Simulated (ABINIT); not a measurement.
**SnH2 (Fm-3m): zone-centre phonons**

Aim: the zone-centre modes of SnH2 (Fm-3m).

Program: ABINIT 10.8.3. Level of theory: DFT LDA, scalar-relativistic, plane waves, HGH norm-conserving pseudopotentials. Results are calculated unless marked as measured.

Report form: the programs' logs are mostly left out.

The structure was built from a prototype and need not be the compound's stable phase.

### 1. Set-up

The structure is cubic, space group Fm-3m (No. 225). Conventional cell: a = 5.947 Å, b = 5.947 Å, c = 5.947 Å, α = 90.00°, β = 90.00°, γ = 90.00°. Nearest to Sn lie 8 H at 2.57 Å. Nearest to H lie 4 Sn at 2.57 Å. Farther neighbours are not listed.

### 2. A first look

A first run with smearing and empty bands tells whether the crystal has a gap, which decides between fixed occupations and smearing later on.

Input file probe.abi:

```
# ground state
tolvrs 1.0d-08
prtden 1
prtwf 1

# basis, mesh and filling
ecut 35.0
ixc 7
ngkpt 6 6 6
nshiftk 1
shiftk 0.0 0.0 0.0
istwfk *1
occopt 7
tsmear 0.005
nband 8
nstep 100
diemac 9.0
prtebands 0
prtgsr 0

# cell and atoms
acell 7.94620745 7.94620745 7.94620745
rprim 
    0.0 0.7071067812 0.7071067812
    0.7071067812 0.0 0.7071067812
    0.7071067812 0.7071067812 0.0
ntypat 2
znucl 50 1
natom 3
typat 1 2 2
xred 
    0.0 0.0 0.0
    0.25 0.25 0.25
    0.75 0.75 0.75
pp_dirpath "./pseudo"
pseudos "Sn.hgh, H.hgh"
```

Run with:

```sh
$ OMP_NUM_THREADS=1 mpirun -n 2 abinit probe.abi > probe.log
```

Elapsed: 17 s, on 2 MPI ranks of AMD EPYC (Zen 3), shared host; 30 s of CPU time.

This step gave:

```yaml
volume_per_atom: 17.52 Å³
pressure: -10.01 GPa
gap_on_the_k_mesh: 0 eV
```

No gap opens on this mesh, so smearing is kept; the printed pressure holds the stress of the finite basis too.

### 3. Rough relaxation

The typed start is rough, so a first relaxation with smearing and loose thresholds takes it towards rest cheaply.

Input file prerelax.abi:

```
# relaxation
ionmov 2
optcell 2
dilatmx 1.15
chkdilatmx 0
ntime 40
tolmxf 3.0d-04
tolvrs 1.0d-10
prtwf 0
prtden 0
chksymtnons 0

# basis, mesh and filling
ecut 35.0
ecutsm 3.0
ixc 7
ngkpt 6 6 6
nshiftk 1
shiftk 0.0 0.0 0.0
istwfk *1
occopt 7
tsmear 0.005
nband 8
nstep 100
diemac 1000000.0
prtebands 0
prtgsr 0

# cell and atoms
acell 7.94620745 7.94620745 7.94620745
rprim 
    0.0 0.7071067812 0.7071067812
    0.7071067812 0.0 0.7071067812
    0.7071067812 0.7071067812 0.0
ntypat 2
znucl 50 1
natom 3
typat 1 2 2
xred 
    0.0 0.0 0.0
    0.25 0.25 0.25
    0.75 0.75 0.75
pp_dirpath "./pseudo"
pseudos "Sn.hgh, H.hgh"
```

Run with:

```sh
$ OMP_NUM_THREADS=1 mpirun -n 2 abinit prerelax.abi > prerelax.log
```

Run time: 2.1 min. Hardware: 2 MPI ranks; 4 min of CPU time.

Step by step:

| step | energy less that of the first step (eV) | largest force (eV/Å) | volume (Å³) |
| --- | --- | --- | --- |
| 1 | 0.0000 | 0.0000 | 52.57 |
| 2 | -0.0918 | 0.0000 | 51.04 |
| 3 | -0.2423 | 0.0000 | 28.00 |
| 4 | -0.6436 | 0.0000 | 40.21 |
| 5 | -0.7196 | 0.0000 | 36.84 |
| 6 | -0.7229 | 0.0000 | 35.93 |
| 7 | -0.7230 | 0.0000 | 36.04 |

| conventional cell, symmetrised | before | after | change |
| --- | --- | --- | --- |
| a (Å) | 5.947 | 5.243 | -11.8 % |
| b (Å) | 5.947 | 5.243 | -11.8 % |
| c (Å) | 5.947 | 5.243 | -11.8 % |
| volume (Å³/atom) | 17.52 | 12.01 | -31.4 % |

The relaxed structure:

```
Sn H
1.0
     0.00000    2.62174    2.62174
     2.62174    0.00000    2.62174
     2.62174    2.62174    0.00000
Sn H
1 2
Cartesian
  0.0000 0.0000 0.0000
  1.3109 1.3109 1.3109
  3.9326 3.9326 3.9326
```

This step gave:

```
volume per atom : 12.01 Å³
pressure        : -0.005424 GPa
```

The volume changes by -31.4 % in this run and stands -31.4 % from the first cell.

### 4. Rough relaxation

The cell changed much, so the rough relaxation is repeated on a basis made for the new cell.

Edit prerelax.abi of step 3 so:

```diff
@@ -29,3 +29,3 @@
 # cell and atoms
-acell 7.94620745 7.94620745 7.94620745
+acell 7.006539674 7.006539674 7.006539674
 rprim
```

Elapsed: 16 s, on 2 MPI ranks; 31 s of CPU time.

Little changed from the start: no atom moved by 0.005 Å and no cell edge by 0.1 %.

Read from the output:

```yaml
pressure: -0.005419 GPa
```

The volume changes by +0.0 % in this run and stands -31.4 % from the first cell.

### 5. Relaxation

The harmonic expansion needs vanishing forces, and a free crystal bears no stress, so cell and atoms are brought to rest. Stress is more sensitive to the basis than forces are: the last 3 Ha under the cutoff are smoothed with ecutsm, and the cutoff is raised above that of the later runs.

relax.abi, as its differences from prerelax.abi of step 4:

```diff
@@ -3,7 +3,6 @@
 optcell 2
-dilatmx 1.15
-chkdilatmx 0
+dilatmx 1.08
 ntime 40
-tolmxf 3.0d-04
-tolvrs 1.0d-10
+tolmxf 1.0d-05
+tolvrs 1.0d-14
 prtwf 0
@@ -13,6 +12,6 @@
 # basis, mesh and filling
-ecut 35.0
+ecut 43.0
 ecutsm 3.0
 ixc 7
-ngkpt 6 6 6
+ngkpt 8 8 8
 nshiftk 1
@@ -21,3 +20,3 @@
 occopt 7
-tsmear 0.005
+tsmear 0.01
 nband 8
```

Run with:

```sh
$ OMP_NUM_THREADS=1 mpirun -n 2 abinit relax.abi > relax.log
```

It took 99 s on 2 MPI ranks; 3.2 min of CPU time.

Step by step:

| step | energy less that of the first step (eV) | largest force (eV/Å) | volume (Å³) |
| --- | --- | --- | --- |
| 1 | 0.0000 | 0.0000 | 36.04 |
| 2 | -0.0002 | 0.0000 | 35.98 |
| 3 | -0.0005 | 0.0000 | 35.73 |

| conventional cell, symmetrised | before | after | change |
| --- | --- | --- | --- |
| a (Å) | 5.243 | 5.228 | -0.3 % |
| b (Å) | 5.243 | 5.228 | -0.3 % |
| c (Å) | 5.243 | 5.228 | -0.3 % |
| volume (Å³/atom) | 12.01 | 11.91 | -0.9 % |

The relaxed structure:

```
Sn H
1.0
     0.00000    2.61406    2.61406
     2.61406    0.00000    2.61406
     2.61406    2.61406    0.00000
Sn H
1 2
Direct
  0.00000 0.00000 0.00000
  0.25000 0.25000 0.25000
  0.75000 0.75000 0.75000
```

Read from the output:

```yaml
volume_per_atom: 11.91 Å³
pressure: 0.001816 GPa
```

The volume changes by -0.9 % in this run and stands -32.0 % from the first cell.

### 6. Self-consistent run for the response

The response is built on these wavefunctions, so the potential is converged far more tightly than an energy would need. Smearing stays on, as the first look found no gap above 0.3 eV.

Input file gs.abi:

```
# ground state
tolvrs 1.0d-16
prtden 1
prtwf 1

# basis, mesh and filling
ecut 35.0
ixc 7
ngkpt 8 8 8
nshiftk 1
shiftk 0.0 0.0 0.0
istwfk *1
occopt 7
tsmear 0.01
nband 8
nstep 100
diemac 1000000.0
prtebands 0
prtgsr 0

# cell and atoms
acell 6.986019972 6.986019972 6.986019972
rprim 
    0.0 0.7071067812 0.7071067812
    0.7071067812 0.0 0.7071067812
    0.7071067812 0.7071067812 0.0
ntypat 2
znucl 50 1
natom 3
typat 1 2 2
xred 
    0.0 0.0 0.0
    0.25 0.25 0.25
    0.75 0.75 0.75
pp_dirpath "./pseudo"
pseudos "Sn.hgh, H.hgh"
```

Run with:

```sh
$ OMP_NUM_THREADS=1 mpirun -n 2 abinit gs.abi > gs.log
```

It took 23 s on 2 MPI ranks; 44 s of CPU time.

Numbers from this step:

```yaml
pressure: -0.5085 GPa
```

The cell stands at -0.51 GPa: the relaxation ran with a smoothed and higher cutoff, and the difference is a stress of the finite basis.

### 7. Zone-centre response

At q = 0 one unit cell holds all displacements. The response is solved for single atoms along the cell's directions, and symmetry skips those that follow from others. The crystal is treated as a metal, which screens a static field, so no field response is asked.

Input file dfpt_gamma.abi:

```

# common to the responses
getwfk_filepath "gso_WFK"
kptopt 2
nqpt 1
qpt 0.0 0.0 0.0
asr 0
chneut 0

# displacements
rfphon 1
rfatpol 1 3
rfdir 1 1 1
tolvrs 1.0d-10
prtwf 0

# basis, mesh and filling
ecut 35.0
ixc 7
ngkpt 8 8 8
nshiftk 1
shiftk 0.0 0.0 0.0
istwfk *1
occopt 7
tsmear 0.01
nband 8
nstep 100
diemac 1000000.0
prtebands 0
prtgsr 0

# cell and atoms
acell 6.986019972 6.986019972 6.986019972
rprim 
    0.0 0.7071067812 0.7071067812
    0.7071067812 0.0 0.7071067812
    0.7071067812 0.7071067812 0.0
ntypat 2
znucl 50 1
natom 3
typat 1 2 2
xred 
    0.0 0.0 0.0
    0.25 0.25 0.25
    0.75 0.75 0.75
pp_dirpath "./pseudo"
pseudos "Sn.hgh, H.hgh"
```

Run with:

```sh
$ OMP_NUM_THREADS=1 mpirun -n 2 abinit dfpt_gamma.abi > dfpt_gamma.log
```

Elapsed: 2.1 min, on 2 MPI ranks.

Numbers from this step:

```yaml
largest_acoustic_frequency_at_the_zone_centre_before_the_sum_rule: -0.29 cm⁻¹
highest_optical_zone_centre_mode_no_lo_to_term: 761.0 cm⁻¹
lowest_optical_zone_centre_mode: -313.0 cm⁻¹
```

The acoustic modes at Γ come out as far as 0.3 cm⁻¹ from zero, where they should vanish, a small numerical error. The lowest optical mode is imaginary, 313i cm⁻¹, an instability at this level and on this k mesh.

### 8. Modes with the sum rule

anaddb reads the merged derivatives and imposes the acoustic sum rule.

Input file anaddb.abi:

```
ddb_filepath "gamma_DDB"
output_file "anaddb.abo"
outdata_prefix "anaddb"
asr 1
chneut 1
enunit 2
eivec 1
nph1l 1
qph1l 0.0 0.0 0.0 1.0
```

Input file mrgddb.in:

```
gamma_DDB
merged
2
dfpt_gammao_DDB
gso_DDB
```

Run with:

```sh
$ mrgddb < mrgddb.in > mrgddb.log
$ OMP_NUM_THREADS=1 anaddb anaddb.abi > anaddb.log
```

The job ended after 1 s (1 thread).

No LO-TO term; unit eigenvectors of the mass-weighted matrix, from anaddb's displacements. The modes at Γ (shares of kinetic energy by element, %) (negative means imaginary):

| mode | frequency (cm⁻¹) | symmetry | Sn % | H % |
| --- | --- | --- | --- | --- |
| 1 | -313.0 | T1u | 2 | 98 |
| 2 | -313.0 | T1u | 2 | 98 |
| 3 | -313.0 | T1u | 2 | 98 |
| 4 | 0.0 | acoustic | 98 | 2 |
| 5 | 0.0 | acoustic | 98 | 2 |
| 6 | 0.0 | acoustic | 98 | 2 |
| 7 | 760.9 | T2g | 0 | 100 |
| 8 | 760.9 | T2g | 0 | 100 |
| 9 | 760.9 | T2g | 0 | 100 |

Displacements in mode 3 (-313.0 cm⁻¹), the largest set to 1:
```
Sn1  0.02  0.00  0.00
H2  -1.00  0.00  0.00
H3  -1.00  0.00  0.00
```

Displacements in mode 9 (760.9 cm⁻¹), the largest set to 1:
```
Sn1  0.00  0.00  0.00
H2   1.00  0.00  0.00
H3  -1.00  0.00  0.00
```

The rule moves no optical mode by more than 0.1 cm⁻¹.

### 9. Sum rules set otherwise (asr 0)

Without the rule the raw error of the acoustic modes shows.

Edit anaddb.abi of step 8 so:

```diff
@@ -3,4 +3,4 @@
 outdata_prefix "anaddb"
-asr 1
-chneut 1
+asr 0
+chneut 0
 enunit 2
```

mrgddb.in is that of step 8.

Run time: 1.2 s. Hardware: 1 thread.

Zone-centre frequencies as printed; negative means imaginary. Modes:

| mode | frequency (cm⁻¹) |
| --- | --- |
| 1 | -313 |
| 2 | -313 |
| 3 | -313 |
| 4 | -0.29 |
| 5 | -0.29 |
| 6 | -0.29 |
| 7 | 761 |
| 8 | 761 |
| 9 | 761 |

### 10. Summary of results

```json
{"space group after relaxation": "Fm-3m", "volume per atom": "11.9 Å³", "highest optical zone-centre mode (no LO-TO term)": "761.0 cm⁻¹", "lowest optical zone-centre mode": "-313.0 cm⁻¹", "imaginary optical modes at the zone centre (no q mesh in this session)": "yes"}
```

**Reading.** At the LDA level the optical modes of SnH2 (Fm-3m) at the zone centre run from 313i to 761 cm⁻¹, so the structure is a saddle point, with 3 modes beyond 10i cm⁻¹ there. The base run prints -0.51 GPa, mostly the error of a finite basis; the relaxation, with a smoothed and higher cutoff, had brought the cell to rest. These are harmonic frequencies at zero temperature: anharmonic shifts and linewidths and thermal expansion are left out. The HGH files keep few electrons and have no core correction, which is cheap but rough for Sn. In a metal the frequencies hang on the k mesh and the smearing, most of all near Kohn anomalies. The structure is a hypothetical one, built on a prototype.

[Host names and launcher messages were left out of these logs when they were recorded.]

[Logs are printed without paths, hosts, clocks, repeated set-up lines and the standing remarks that a program may print on its own settings, such as how far it seeks lower states.]

[Hosts, paths, dates, database ids (printed as entryN), source tags and the programs' standing remarks are cut or masked in the printed files.]
